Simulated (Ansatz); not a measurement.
# ScAlSe3 (model cell, started as cubic perovskite with Al in the octahedra): following an unstable mode, part 2 of 2

Wanted: the energy along a soft mode of ScAlSe3 (model cell, started as cubic perovskite with Al in the octahedra) and the structure at the end.

Ansatz 0.2.0; DFT PBE, scalar-relativistic, plane waves, PAW; PAW set soft_1.

So far, highest frequency on the path or at a solved wavevector (cm⁻¹): step 2 (phonons on a q mesh) 337. Also lowest frequency on the path (cm⁻¹): step 2 -187.

The structure was built from a prototype and need not be the compound's stable phase.

### Step 6. Relaxation from the frozen mode

Starting from the lowest point found, all atoms and the cell are let go, so that strain and other modes of the same symmetry can join in.

Contents of input.yaml:

```yaml
crystal:
  lattice:
    - [4.8618479548, 0.0, 0.0]
    - [0.0, 4.8618479548, 0.0]
    - [0.0, 0.0, 4.8618479548]
  atoms:
    - { symbol: Sc, position: [0.0, -0.1234098651, 0.0] }
    - { symbol: Al, position: [0.5, 0.4892853055, 0.5] }
    - { symbol: Se, position: [0.5, 0.5364535851, 0.0] }
    - { symbol: Se, position: [0.5, 0.0010073219, 0.5] }
    - { symbol: Se, position: [0.0, 0.5364535851, 0.5] }
kpoints:
  mp_grid: { grid: [8, 8, 8] }
hamiltonian:
  xc: pbe
  pseudopotentials: { kind: paw, azcp: { folder: soft_1 } }
scf:
  occupations: { method: methfessel_paxton, width: 0.2 }
output:
  forces: true
  stress: true
  eigenvalues: true
relax:
  adjacent_minimum: "off"
  f_tol: 0.002
  max_steps: 120
  cell: { stress_tol: 0.03 }
```

On the command line:

```console
> ansatz run input.yaml --threads 4 --pin off --max-ram 16384MiB --backend cpu --events-out ev --progress --plain --runs-dir out
```

Numbers of over 12 decimals in the logs are rounded to 6 here.

The program printed:

```text
[...]
Crystal: 5 atoms, lattice volume = 114.922 Å³
Basis set: ecut = 420 eV, 2301 PW (Γ), exchange–correlation on 72×72×72 points (8 copies of the dense FFT grid, shifted against one another)
Bands: 38, of which v1, the nominal top of the filled ones, is band 31 counted from 1 (30 counted from 0)
Symmetry: 8 space group operations
[...]
k-points: 75 of 512 (time reversal used)
[...]
SCF iter   1: F=—  HF=-19085.421089 eV  |F-HF|=—  |Δ(HF+E_count)|=         —  Δρ=9.94e-2  dr2=2.39e1  ethr=3.10e-3  ⟨swp⟩=6.0  Hψ=10918  notcnv=0
[...]
SCF iter  11: F=-19083.789066 eV  HF=-19083.789066 eV  |F-HF|=2.54e-9  |Δ(HF+E_count)|=   3.34e-8  S|Δr|=    0.00e0  Δρ=3.25e-6  dr2=2.17e-8  ethr=1.61e-10  ⟨swp⟩=4.2  Hψ=10185  notcnv=0
SCF 1 converged in 11 iterations: F = -19083.789066 eV  dr2 = 2.17e-8
[...]
relax step   1: F+E_penalty+E_count = -19083.78906562 eV  Δ(F+E_penalty+E_count) = +0.000e0 eV  max|allowed force component| = 1.216e0 eV/Å  Δτ_max = 0.0000 Å  P = +1.969 GPa  Ω = 114.922 Å³  (11 SCF iters, dr2 threshold 1.00e-7 eV, accepted)
Crystal: 5 atoms, lattice volume = 118.358 Å³
Basis set: ecut = 420 eV, 2333 PW (Γ), exchange–correlation on 72×72×72 points (8 copies of the dense FFT grid, shifted against one another)
[...]
SCF iter   7: F=-19084.147214 eV  HF=-19084.147214 eV  |F-HF|=5.27e-9  |Δ(HF+E_count)|=   1.18e-6  S|Δr|=    0.00e0  Δρ=6.38e-6  dr2=7.88e-8  ethr=8.06e-10  ⟨swp⟩=6.4  Hψ=12390  notcnv=0
SCF 2 converged in 7 iterations: F = -19084.147214 eV  dr2 = 7.88e-8
[...]
relax step   2: F+E_penalty+E_count = -19084.14721355 eV  Δ(F+E_penalty+E_count) = -3.581e-1 eV  max|allowed force component| = 5.033e-1 eV/Å  Δτ_max = 0.1950 Å  P = +1.887 GPa  Ω = 118.358 Å³  energy of the carried Pulay correction = -2.426e-4 eV  (7 SCF iters, dr2 threshold 5.00e-7 eV, accepted)
Crystal: 5 atoms, lattice volume = 123.482 Å³
Basis set: ecut = 420 eV, 2437 PW (Γ), exchange–correlation on 72×72×72 points (8 copies of the dense FFT grid, shifted against one another)
[...]
SCF iter   7: F=-19084.397950 eV  HF=-19084.397949 eV  |F-HF|=8.10e-8  |Δ(HF+E_count)|=   1.15e-6  S|Δr|=    0.00e0  Δρ=1.30e-5  dr2=2.74e-7  ethr=8.06e-10  ⟨swp⟩=5.5  Hψ=16141  notcnv=0
SCF 3 converged in 7 iterations: F = -19084.397950 eV  dr2 = 2.74e-7
relax step   3: F+E_penalty+E_count = -19084.39794952 eV  Δ(F+E_penalty+E_count) = -2.507e-1 eV  max|allowed force component| = 7.169e-1 eV/Å  Δτ_max = 0.1163 Å  P = +1.011 GPa  Ω = 123.482 Å³  energy of the carried Pulay correction = -5.914e-4 eV  (7 SCF iters, dr2 threshold 5.00e-7 eV, accepted)
[... from here on, the SCF cycles and remarks between the steps are left out ...]
relax step   4: F+E_penalty+E_count = -19084.66767050 eV  Δ(F+E_penalty+E_count) = -2.697e-1 eV  max|allowed force component| = 6.428e-1 eV/Å  Δτ_max = 0.1459 Å  P = +0.266 GPa  Ω = 126.629 Å³  energy of the carried Pulay correction = -7.983e-4 eV  (10 SCF iters, dr2 threshold 5.00e-7 eV, accepted)
relax step   5: F+E_penalty+E_count = -19084.90911544 eV  Δ(F+E_penalty+E_count) = -2.414e-1 eV  max|allowed force component| = 7.468e-1 eV/Å  Δτ_max = 0.1132 Å  P = +0.462 GPa  Ω = 127.933 Å³  energy of the carried Pulay correction = -8.825e-4 eV  (9 SCF iters, dr2 threshold 5.00e-7 eV, accepted)
relax step   6: F+E_penalty+E_count = -19084.98185895 eV  Δ(F+E_penalty+E_count) = -7.274e-2 eV  max|allowed force component| = 1.503e0 eV/Å  Δτ_max = 0.1090 Å  P = +1.014 GPa  Ω = 127.244 Å³  energy of the carried Pulay correction = -8.381e-4 eV  (9 SCF iters, dr2 threshold 5.00e-7 eV, accepted)
relax step   7: F+E_penalty+E_count = -19085.10610631 eV  Δ(F+E_penalty+E_count) = -1.242e-1 eV  max|allowed force component| = 3.546e-1 eV/Å  Δτ_max = 0.0725 Å  P = +0.081 GPa  Ω = 130.164 Å³  energy of the carried Pulay correction = -1.024e-3 eV  (10 SCF iters, dr2 threshold 5.00e-7 eV, accepted)
relax step   8: F+E_penalty+E_count = -19084.74859392 eV  Δ(F+E_penalty+E_count) = +3.575e-1 eV  max|allowed force component| = 5.359e-1 eV/Å  Δτ_max = 0.1411 Å  P = +7.704 GPa  Ω = 114.249 Å³  energy of the carried Pulay correction = +4.839e-5 eV  (10 SCF iters, dr2 threshold 5.00e-7 eV, rejected (line search))
relax step   9: F+E_penalty+E_count = -19085.12082207 eV  Δ(F+E_penalty+E_count) = -1.472e-2 eV  max|allowed force component| = 1.131e-1 eV/Å  Δτ_max = 0.0363 Å  P = +0.024 GPa  Ω = 128.737 Å³  energy of the carried Pulay correction = -9.340e-4 eV  (14 SCF iters, accepted)
relax step  10: F+E_penalty+E_count = -19085.12361970 eV  Δ(F+E_penalty+E_count) = -2.798e-3 eV  max|allowed force component| = 1.155e-2 eV/Å  Δτ_max = 0.0108 Å  P = -0.088 GPa  Ω = 128.916 Å³  energy of the carried Pulay correction = -9.453e-4 eV  (6 SCF iters, dr2 threshold 5.00e-7 eV, accepted)
relax step  11: F+E_penalty+E_count = -19085.12370764 eV  Δ(F+E_penalty+E_count) = -8.794e-5 eV  max|allowed force component| = 3.251e-3 eV/Å  Δτ_max = 0.0008 Å  P = -0.020 GPa  Ω = 128.743 Å³  energy of the carried Pulay correction = -9.343e-4 eV  (5 SCF iters, dr2 threshold 3.60e-8 eV, accepted)
relax step  12: F+E_penalty+E_count = -19085.12371382 eV  Δ(F+E_penalty+E_count) = -6.179e-6 eV  max|allowed force component| = 3.429e-4 eV/Å  Δτ_max = 0.0001 Å  P = +0.000 GPa  Ω = 128.702 Å³  energy of the carried Pulay correction = -9.318e-4 eV  (6 SCF iters, dr2 threshold 6.60e-10 eV, accepted)
relax step  13: F+E_penalty+E_count = -19085.16386218 eV  Δ(F+E_penalty+E_count) = -4.015e-2 eV  max|allowed force component| = 3.402e-3 eV/Å  Δτ_max = 0.0000 Å  P = +0.427 GPa  Ω = 128.702 Å³  stress off target by 1.14e0 GPa  SCF on the basis re-selected at this cell (its energy is not comparable with the rows above)  (11 SCF iters)
relax step  14: F+E_penalty+E_count = -19085.16940993 eV  Δ(F+E_penalty+E_count) = -5.548e-3 eV  max|allowed force component| = 1.626e-1 eV/Å  Δτ_max = 0.0114 Å  P = -0.108 GPa  Ω = 130.367 Å³  energy of the carried Pulay correction = -1.154e-4 eV  (8 SCF iters, dr2 threshold 5.00e-7 eV, accepted)
relax step  15: F+E_penalty+E_count = -19085.17055126 eV  Δ(F+E_penalty+E_count) = -1.141e-3 eV  max|allowed force component| = 1.888e-2 eV/Å  Δτ_max = 0.0066 Å  P = +0.014 GPa  Ω = 130.179 Å³  energy of the carried Pulay correction = -1.036e-4 eV  (6 SCF iters, dr2 threshold 5.00e-7 eV, accepted)
relax step  16: F+E_penalty+E_count = -19085.17050772 eV  Δ(F+E_penalty+E_count) = +4.354e-5 eV  max|allowed force component| = 2.009e-2 eV/Å  Δτ_max = 0.0025 Å  P = +0.007 GPa  Ω = 130.289 Å³  energy of the carried Pulay correction = -1.111e-4 eV  (7 SCF iters, dr2 threshold 2.23e-8 eV, rejected (line search))
relax step  17: F+E_penalty+E_count = -19085.17057598 eV  Δ(F+E_penalty+E_count) = -2.472e-5 eV  max|allowed force component| = 1.813e-4 eV/Å  Δτ_max = 0.0010 Å  P = +0.000 GPa  Ω = 130.254 Å³  energy of the carried Pulay correction = -1.086e-4 eV  (12 SCF iters, accepted)
[...]
SCF iter   9: F=-19085.170684 eV  HF=-19085.170684 eV  |F-HF|=2.55e-11  |Δ(HF+E_count)|=  1.46e-10  S|Δr|=    0.00e0  Δρ=6.47e-8  dr2=1.19e-11  ethr=1.00e-12  ⟨swp⟩=5.9  Hψ=12679  notcnv=0
SCF 18 converged in 9 iterations: F = -19085.170684 eV  dr2 = 1.19e-11
relax step  18: F+E_penalty+E_count = -19085.17068437 eV  Δ(F+E_penalty+E_count) = -1.084e-4 eV  max|allowed force component| = 1.821e-4 eV/Å  Δτ_max = 0.0000 Å  P = -0.000 GPa  Ω = 130.254 Å³  stress off target by 4.90e-4 GPa  SCF on the basis re-selected at this cell (its energy is not comparable with the rows above)  (9 SCF iters)
[...]
SCF converged after 9 iterations
[...]
Free energy (F): -19085.170684 eV
[...]
Internal energy: -19085.170948 eV  (E = F + TS)
E sigma→0 (E₀):  -19085.170750 eV
Entropy (-TS):   0.000263 eV (0.053 meV/atom)
Fermi energy:    6.821617 eV
Step filling:    the computed levels leave a gap of 0.0016 eV = 0.0 smearing widths at the electron count; against every level under it full and every level over it empty, smearing changes F+E_penalty+E_count by -0.362 meV and its σ→0 estimate by -0.428 meV
[...]
--- Forces (eV/Å), atoms counted from 1 ---
  atom   1  Sc    -0.00000000     0.00005081     0.00000000
  atom   2  Al    -0.00000000    -0.00018173     0.00000000
  atom   3  Se     0.00000000     0.00001798    -0.00000000
  atom   4  Se    -0.00000000     0.00009663     0.00000000
  atom   5  Se    -0.00000000     0.00001798     0.00000000
  max |Σ_I F_I| component: 1.67e-6 eV/Å
--- Stress (GPa, compression-positive) ---
       -0.000490      -0.000000       0.000000
       -0.000000       0.000037       0.000000
        0.000000       0.000000      -0.000490
  P = ⅓ Tr σ = -0.0003 GPa (-0.003 kbar)
--- Band table (eV; the first three rows and the last of 75) ---
  k-point 0: bands = [... 27 lower, 5.0845, 5.3581, 6.0361, 6.0361, 6.5244, 7.7660, 8.2272, 8.4555, ... 3 higher]
  k-point 1: bands = [... 27 lower, 4.9624, 5.3463, 5.5005, 5.8912, 6.9052, 7.8247, 8.4235, 8.6343, ... 3 higher]
  k-point 2: bands = [... 27 lower, 4.5987, 4.8017, 5.2962, 5.7173, 7.3889, 7.9425, 8.3847, 8.8400, ... 3 higher]
  k-point 74: bands = [... 27 lower, 5.4995, 5.4995, 6.0703, 6.7996, 7.2981, 7.8888, 8.4712, 8.6016, ... 3 higher]
--- Relaxed structure (16 steps of the walk, 14 accepted, 2 SCFs on fresh bases) ---
  F+E_penalty+E_count = -19085.17068437 eV   max|allowed force component| = 1.821e-4 eV/Å   (the final SCF, on the basis selected at the relaxed cell)
  cell:  # Å, volume = 130.2539 Å³
    - [4.587660, 0, 0]
    - [0, 6.188828, 0.0]
    - [0, 0.0, 4.587660]
  atoms:
    - { symbol: Sc, position: [0, -0.178848, 0] }
    - { symbol: Al, position: [0.500000, 0.414604, 0.500000] }
    - { symbol: Se, position: [0.500000, 0.584535, 0.0] }
    - { symbol: Se, position: [0.500000, 0.034965, 0.500000] }
    - { symbol: Se, position: [0, 0.584535, 0.500000] }
```

Elapsed: 2.8 min, on 4 threads of Arm Neoverse V2, shared host; peak memory 0.63 GiB.

Relaxation path:

```tsv
step	energy less that of the first step (eV)	largest force component (eV/Å)	pressure (GPa)	volume (Å³)
1	0.0000	1.2161	1.97	114.92
2	-0.3581	0.5033	1.89	118.36
3	-0.6089	0.7169	1.01	123.48
4	-0.8786	0.6428	0.27	126.63
5	-1.1200	0.7468	0.46	127.93
6	-1.1928	1.5032	1.01	127.24
7	-1.3170	0.3546	0.08	130.16
8	-0.9595	0.5359	7.70	114.25
9	-1.3318	0.1131	0.02	128.74
10	-1.3346	0.0115	-0.09	128.92
11	-1.3346	0.0033	-0.02	128.74
12	-1.3346	0.0003	0.00	128.70
13*	-1.3748	0.0034	0.43	128.70
14	-1.3803	0.1626	-0.11	130.37
15	-1.3815	0.0189	0.01	130.18
16	-1.3814	0.0201	0.01	130.29
17	-1.3815	0.0002	0.00	130.25
18*	-1.3816	0.0002	0.00	130.25
```

Relaxation steps marked * repeat the geometry before them on a plane-wave basis chosen anew for their cell, so energy and pressure can jump there. Relaxation steps 8, 16 were tried and not accepted.

Forces are held to the 8 operations that the run works with; a distortion that breaks them can't arise in this run.

```tsv
cell as run	before	after	change
a (Å)	4.862	4.588	-5.6 %
b (Å)	4.862	6.189	+27.3 %
c (Å)	4.862	4.588	-5.6 %
volume (Å³/atom)	22.98	26.05	+13.3 %
```

The atoms that moved most (Å, as changes of fractional coordinates times the final cell):

```tsv
atom	dx	dy	dz	length
Al2	0.000	-0.462	0.000	0.462
Sc1	0.000	-0.343	0.000	0.343
Se3	0.000	0.298	0.000	0.298
Se5	0.000	0.298	0.000	0.298
Se4	0.000	0.210	0.000	0.210
```

The relaxed structure:

```cif
data_structure
_symmetry_space_group_name_H-M 'P 1'
_symmetry_Int_Tables_number 1
_cell_length_a 4.5877
_cell_length_b 6.1888
_cell_length_c 4.5877
_cell_angle_alpha 90.000
_cell_angle_beta 90.000
_cell_angle_gamma 90.000
_cell_volume 130.25
loop_
_atom_site_label
_atom_site_type_symbol
_atom_site_fract_x
_atom_site_fract_y
_atom_site_fract_z
_atom_site_occupancy
Sc1 Sc 0.00000 0.82115 0.00000 1
Al2 Al 0.50000 0.41460 0.50000 1
Se3 Se 0.50000 0.58453 0.00000 1
Se4 Se 0.50000 0.03497 0.50000 1
Se5 Se 0.00000 0.58453 0.50000 1
```

Numbers from this step:

```
pressure        : -3.14e-4 GPa
volume per atom : 26.05 Å³
```

The distorted start has space group P4mm; the relaxation ends in P4mm.

### Step 7. The new phase in its own primitive cell

The relaxed structure is symmetrised, reduced to its primitive cell and relaxed tightly, as its phonons need.

input.yaml, the sections that differ from step 6:

```yaml
crystal:
  lattice:
    - [4.5876596272, 0.0, 0.0]
    - [0.0, 4.5876596272, 0.0]
    - [0.0, 0.0, 6.1888278998]
  atoms:
    - { symbol: Sc, position: [0.0, 0.0, 0.1788482073] }
    - { symbol: Al, position: [0.5, 0.5, 0.5853963312] }
    - { symbol: Se, position: [0.5, 0.0, 0.4154654532] }
    - { symbol: Se, position: [0.5, 0.5, 0.9650346225] }
    - { symbol: Se, position: [0.0, 0.5, 0.4154654532] }
kpoints:
  mp_grid: { grid: [8, 8, 6] }
relax:
  adjacent_minimum: "off"
  f_tol: 0.001
  max_steps: 60
  cell: { stress_tol: 0.01 }
# hamiltonian, scf, output: as in step 6
```

The program printed:

```text
[...]
Crystal: 5 atoms, lattice volume = 130.254 Å³
Basis set: ecut = 420 eV, 2533 PW (Γ), exchange–correlation on 64×64×90 points (8 copies of the dense FFT grid, shifted against one another)
Bands: 38, of which v1, the nominal top of the filled ones, is band 31 counted from 1 (30 counted from 0)
Symmetry: 8 space group operations
[...]
k-points: 60 of 384 (time reversal used)
[...]
cell:  # Å, volume = 130.2539 Å³
    - [4.5876596272, 0.0, 0.0]
    - [0.0, 4.5876596272, 0.0]
    - [0.0, 0.0, 6.1888278998]
  atoms:
    - { symbol: Sc, position: [0.0, 0.0, 0.1788482073] }
    - { symbol: Al, position: [0.500000, 0.500000, 0.585396] }
    - { symbol: Se, position: [0.500000, 0.0, 0.415465] }
    - { symbol: Se, position: [0.500000, 0.500000, 0.965035] }
    - { symbol: Se, position: [0.0, 0.500000, 0.415465] }
[key lines of the parts left out:]
SCF converged after 8 iterations
Free energy (F): -19085.170655 eV
Fermi energy:    6.819514 eV
P = ⅓ Tr σ = -0.0010 GPa (-0.010 kbar)
```

Elapsed: 16 s, on 4 threads; peak memory 0.57 GiB.

Little changed from the start: no atom moved by 0.005 Å and no cell edge by 0.1 %.

This step gave:

* pressure: -9.76e-4 GPa

The largest force component left is 0.46 meV/Å and the pressure is -0.001 GPa, within the tolerances set. The cell now holds 26.05 Å³/atom.

### Step 8. Modes of the new phase, k-mesh 8×8×6

A relaxed structure may still be a saddle point, so its zone-centre modes are computed. No field response is asked, since the mesh shows no gap.

input.yaml: that of step 7 with these lines changed.

```diff
@@ -19,9 +19,4 @@
 output:
-  forces: true
-  stress: true
   eigenvalues: true
-relax:
-  adjacent_minimum: "off"
-  f_tol: 0.001
-  max_steps: 60
-  cell: { stress_tol: 0.01 }
+phonons:
+  method: dfpt
```

The program printed:

```text
zone centre: on kpoints.mp_grid the ground state, and the responses unless they are solved on pairs of k-points, stand on 100 of the mesh's 384 k-points, reduced under 4 symmetry operations, with k and −k counted as one. Each operation leaves every solved displacement unchanged or reverses it
[...]
Crystal: 5 atoms, lattice volume = 130.254 Å³
Basis set: ecut = 420 eV, 2533 PW (Γ), exchange–correlation on 64×64×90 points (8 copies of the dense FFT grid, shifted against one another)
Bands: 38, of which v1, the nominal top of the filled ones, is band 31 counted from 1 (30 counted from 0)
Symmetry: 8 space group operations
k-points: 100 of 384 (irreducible under 4 space group operations, time reversal used)
[...]
SCF iter   1: F=—  HF=-19086.964885 eV  |F-HF|=—  |Δ(HF+E_count)|=         —  Δρ=8.71e-2  dr2=2.23e1  ethr=3.10e-3  ⟨swp⟩=5.6  Hψ=14287  notcnv=0
[...]
SCF iter  16: F=-19085.170655 eV  HF=-19085.170655 eV  |F-HF|=7.28e-12  |Δ(HF+E_count)|=  3.64e-12  S|Δr|=    0.00e0  Δρ=3.04e-8  dr2=1.25e-12  ethr=1.00e-12  ⟨swp⟩=5.0  Hψ=16268  notcnv=0
SCF 1 converged in 16 iterations: F = -19085.170655 eV  dr2 = 1.25e-12
[...]
DFPT response loops at Γ: preconditioner auto → Kerker (q_TF=auto, 2.411 Å⁻¹) (partly filled bands, converged f_vac=0.115); β = 1.00, the filter's whole step (`scf.mixing.beta` (0.50) is not read by the response loops under this deck's `scf.mixing.preconditioner`; to damp them name `kerker` or `kerker_dos`, under which they read `scf.mixing.beta`, and type it under 1.00, their step now; both keys bind the ground state too); Broyden in place of MSR1
SCF converged after 16 iterations
[...]
Free energy (F): -19085.170655 eV
[...]
Internal energy: -19085.170765 eV  (E = F + TS)
E sigma→0 (E₀):  -19085.170682 eV
Entropy (-TS):   0.000111 eV (0.022 meV/atom)
Fermi energy:    6.819514 eV
[...]
--- Band table (eV; the first three rows and the last of 100) ---
  k-point 0: bands = [... 27 lower, 5.0844, 5.3580, 6.0360, 6.0360, 6.5244, 7.7660, 8.2272, 8.4555, ... 3 higher]
  k-point 1: bands = [... 27 lower, 5.0961, 5.0961, 5.9396, 5.9396, 6.8024, 7.7689, 8.1421, 8.8953, ... 3 higher]
  k-point 2: bands = [... 27 lower, 5.1295, 5.1295, 5.7482, 5.7482, 7.2087, 7.7749, 8.0725, 9.1952, ... 3 higher]
  k-point 99: bands = [... 27 lower, 5.4995, 5.4995, 6.0702, 6.7994, 7.2981, 7.8888, 8.4712, 8.6016, ... 3 higher]
--- Phonons (Γ-DFPT): 9 representative perturbations + reference, on 100 of 384 k-points (Σ response iterations 32) ---
  k mesh reduced under 4 symmetry operations, with k and −k counted as one. Each operation leaves every solved displacement unchanged or reverses it
  ASR residual: 3.234e-5 → 0.000e0 eV/Å²; symmetrization residual: 5.880e-6 eV/Å²
  ASR residual per site (eV/Å²): 2.15e-5 1.74e-5 3.23e-5 2.06e-5 3.23e-5
[...]
non-analytic LO–TO correction: not included (Born effective charges unavailable; polar crystals: no LO–TO splitting at Γ)
```

Run time: 2 min. Hardware: 4 threads; peak memory 1.8 GiB.

Numbers from this step:

```yaml
sum_rule_residual_before_enforcement: 3.23e-5 eV/Å²
point_group: 4mm
highest_optical_mode_at_the_zone_centre_no_lo_to_term: 388.6 cm⁻¹
lowest_optical_zone_centre_mode: -63.59 cm⁻¹
```

Patterns of degenerate modes are one choice out of their space. The modes at Γ (shares of kinetic energy by element, %) (negative means imaginary):

```tsv
mode	frequency (cm⁻¹)	symmetry	Sc %	Al %	Se %
1	-63.6	E	26	0	73
2	-63.6	E	26	0	73
3	0.0	acoustic	15	9	77
4	0.0	acoustic	15	9	77
5	0.0	acoustic	15	9	77
6	95.4	B1	0	0	100
7	104.9	E	17	24	59
8	104.9	E	17	24	59
9	166.7	A1	15	5	81
10	199.8	E	42	2	57
11	199.8	E	42	2	57
12	225.7	A1	70	1	30
13	268.5	E	0	66	34
14	268.5	E	0	66	34
15	388.6	A1	1	86	13
```

Displacements in mode 1 (-63.6 cm⁻¹), the largest set to 1:
```
Sc1  0.34 -0.89  0.00
Al2 -0.04  0.10  0.00
Se3  0.19 -0.03  0.00
Se4 -0.38  1.00  0.00
Se5  0.01 -0.50  0.00
```

Displacements in mode 15 (388.6 cm⁻¹), the largest set to 1:
```
Sc1  0.00  0.00 -0.08
Al2  0.00  0.00  1.00
Se3  0.00  0.00 -0.04
Se4  0.00  0.00 -0.22
Se5  0.00  0.00 -0.04
```

Before it was imposed, the acoustic sum rule was missed by 3.2e-5 eV/Å². Small misses are needed for a sound result but don't prove that mesh and cutoff are converged. The lowest optical mode is imaginary, 63.6i cm⁻¹, so the energy falls along it.

### Step 9. Results

```yaml
unstable_mode_of_the_parent: q = (0, 0, 0), 187i cm⁻¹
depth_at_the_lowest_point_sampled: 174 meV/atom
largest_atomic_shift_at_that_point: 0.6 Å
space_group_reached_within_0p01_a: P4mm
energy_gained_over_the_parent_first_relaxation_on_the_mesh_of_the_frozen_mode: 450 meV/atom
volume_per_atom_phase_reached: 26.1 Å³
lowest_optical_zone_centre_mode_phase_reached: -63.6 cm⁻¹
highest_optical_mode_at_the_zone_centre_no_lo_to_term_phase_reached: 389 cm⁻¹
```

**Reading.** Along this mode the structure falls into P4mm, 450 meV/atom below the parent. At the parent's cell the well is 174.0 meV/atom deep on the steps tried, with its lowest point at a shift of 0.6 Å. That is the last step tried, so the steps alone don't bracket the bottom of the well. Relaxing atoms and cell changes the gain by +276.34 meV/atom against the lowest step (energies at zero smearing). Most of the total comes from this relaxation. The new phase still has an imaginary mode at the zone centre of its cell, so it is a saddle point on the way to a lower structure. Of the 6 patterns followed to their end from this parent, this one ends 219 meV/atom above the lowest, Amm2. Each path keeps the symmetry of its pattern, so a lower phase may lie along a pattern not tried. With no gap, or one that is small against the smearing, the frequencies hang on the k mesh and the smearing, most of all near Kohn anomalies. A semilocal functional can close a gap that the real compound would have, so the metallic treatment may be an artefact of the level. The starting cell was built on a prototype and not taken from a measurement, so the phase need not exist.

[Logs are printed without paths, hosts, clocks, repeated set-up lines and the standing remarks that a program may print on its own settings, such as how far it seeks lower states.]

[Hosts, paths, dates, database ids (printed as entryN), source tags and the programs' standing remarks are cut or masked in the printed files.]
